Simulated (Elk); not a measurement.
# RbCrBr3: cost and accuracy of all numerical settings together

Wanted: the cheapest choice of all numerical settings together that holds the magnetic results of RbCrBr3.

Method: PBEsol; all-electron APW+lo, Dirac cores, scalar-relativistic bands, in Elk 11.2.3 (patched build).

This is a report of a sequence of runs, with most program output left out.

## Step 1: The starting structure

Symmetry: P4/mmm, No. 123, tetragonal system. The conventional cell has a = 4.565 Å, b = 4.565 Å, c = 5.130 Å, α = 90.00°, β = 90.00°, γ = 90.00°. Rb has 12 Br at 3.23 to 3.43 Å nearest. Nearest to Cr lie 6 Br at 2.28 to 2.57 Å. Nearest to Br lie 2 Cr at 2.57 Å and 4 Rb at 3.23 Å. Nearest to Br lie 2 Cr at 2.28 Å and 4 Rb at 3.43 Å. invented: KCrF3 (P4/mmm) with Br for F, Rb for K. Farther neighbours and most contacts between anions are not listed.

The cell is a made-up one and need not be a known phase.

## Step 2: Rung 1 (rgkmax 5, mesh 2×2×2), start ferro +

Several settings change at once from rung to rung, from a quick look to a careful run; the headings and inputs name them.

The last three numbers of an atom's line are a seed field in its sphere. It points against the wanted moment and shrinks by the factor reducebf each loop.

Input file elk.in:

```
tasks
  0

xctype
  22

rgkmax
  5.0

nempty
  4

swidth
  0.005

reducebf
  0.6

epsengy
  1e-05

maxscl
  100

lmaxi
  2

lmaxapw
  6

lmaxo
  4

gmaxvr
  10.0

spinpol
  .true.

sppath
  './'

avec
  8.62668290687 0.00000000000 0.00000000000
  0.00000000000 8.62668290687 0.00000000000
  0.00000000000 0.00000000000 9.69516807280

atoms
  3
  'Rb.in'
  1
  0.5000000000 0.5000000000 0.5000000000   0.000000 0.000000 0.000000
  'Cr.in'
  1
  0.0000000000 0.0000000000 0.0000000000   0.000000 0.000000 -0.300000
  'Br.in'
  3
  0.0000000000 0.0000000000 0.5000000000   0.000000 0.000000 0.000000
  0.0000000000 0.5000000000 0.0000000000   0.000000 0.000000 0.000000
  0.5000000000 0.0000000000 0.0000000000   0.000000 0.000000 0.000000

ngridk
  2 2 2
```

Run with:

```
$ OMP_NUM_THREADS=4 elk
```

Wall time 21 s (4 threads of Arm Neoverse V1, shared host); peak memory 0.32 GiB; 65 s of CPU time.

Spin moment in the muffin-tin sphere by atom:

```csv
atom,spin moment in the muffin-tin sphere (μB)
Rb1,0.00
Cr2,3.11
Br3,0.02
Br4,0.07
Br5,0.07
```

This step gave:

- magnetization: 3.902 μB
- final state: ferromagnetic

After 22 cycles the largest moment stands at 3.11 μB.

## Step 3: Rung 2 (rgkmax 6, mesh 4×4×4), start ferro +

elk.in, as its differences from that of step 2:

```diff
@@ -7,6 +7,6 @@
 rgkmax
-  5.0
+  6.0
 
 nempty
-  4
+  6
 
@@ -31,6 +31,6 @@
 lmaxo
-  4
+  6
 
 gmaxvr
-  10.0
+  12.0
 
@@ -62,2 +62,2 @@
 ngridk
-  2 2 2
+  4 4 4
```

Run with:

```
$ OMP_NUM_THREADS=4 elk
```

Wall time 93 s (4 threads); peak memory 0.52 GiB; 5.7 min of CPU time.

Spin moment in the muffin-tin sphere by atom:

```csv
atom,spin moment in the muffin-tin sphere (μB)
Rb1,0.01
Cr2,3.05
Br3,0.02
Br4,0.06
Br5,0.06
```

Numbers from this step:

```yaml
magnetization: 3.754 μB
final_state: ferromagnetic
```

The largest moment moves by -0.06 μB from rung 1, at 5.3 times its CPU time.

## Step 4: Rung 3 (rgkmax 7, mesh 4×4×4), start ferro +

elk.in, as its differences from that of step 3:

```diff
@@ -7,6 +7,6 @@
 rgkmax
-  6.0
+  7.0
 
 nempty
-  6
+  10
 
@@ -28,3 +28,3 @@
 lmaxapw
-  6
+  8
```

Run with:

```
$ OMP_NUM_THREADS=4 elk
```

Elapsed: 2 min, on 4 threads; peak memory 0.46 GiB; 7.4 min of CPU time.

Numbers from this step:

```
magnetization  : 3.753 μB
final state    : ferromagnetic
largest moment : 3.089 μB
```

The largest moment moves by +0.04 μB from rung 2, at 1.3 times its CPU time.

## Step 5: Rung 4 (rgkmax 8, mesh 6×6×6), start ferro +

elk.in, as its differences from that of step 4:

```diff
@@ -7,6 +7,6 @@
 rgkmax
-  7.0
+  8.0
 
 nempty
-  10
+  16
 
@@ -28,9 +28,9 @@
 lmaxapw
+  10
+
+lmaxo
   8
 
-lmaxo
-  6
-
 gmaxvr
-  12.0
+  16.0
 
@@ -62,2 +62,2 @@
 ngridk
-  4 4 4
+  6 6 6
```

Run with:

```
$ OMP_NUM_THREADS=4 elk
```

The job ended after 9.9 min (4 threads; peak memory 0.7 GiB; 39 min of CPU time).

Read from the output:

```
magnetization  : 3.865 μB
final state    : ferromagnetic
largest moment : 3.174 μB
```

The largest moment moves by +0.09 μB from rung 3, at 5.2 times its CPU time.

## Step 6: Side by side

Ladder, by row:

```csv
rung,rgkmax,mesh,empty states an atom,state from the first start,"moment, first (μB)",CPU time (s)
1,5,2x2x2,4,ferromagnetic,3.108,64.64
2,6,4x4x4,6,ferromagnetic,3.048,341.1
3,7,4x4x4,10,ferromagnetic,3.089,442.6
4,8,6x6x6,16,ferromagnetic,3.174,2319
```

## Step 7: Outcome

```yaml
range_of_the_moment_in_the_table_first_start: 3.05 to 3.17 μB
range_of_cpu_time: 65 s to 39 min
```

**Reading.** Only the last rung can serve as the reference, and the rung before it is still 0.085 μB away, so convergence is not shown. Only the parallel start was run, so no other order was compared. The largest step comes last, so convergence is not shown. With a GGA and lmaxo under 10 this build's totals carry angular errors that reach some ten meV an atom in oxides, so smaller differences are in doubt.

[Logs and program files are shortened in this print: banners, set-up blocks, solver, clock and traceback lines can be left out without a mark of their own.]

[Logs are printed without paths, hosts, clocks, repeated set-up lines and the standing remarks that a program may print on its own settings, such as how far it seeks lower states.]

[Hosts, paths, dates, database ids (printed as entryN), source tags and the programs' standing remarks are cut or masked in the printed files.]

[Where a cell is said to come from a database of computed structures, the database is the Materials Project.]
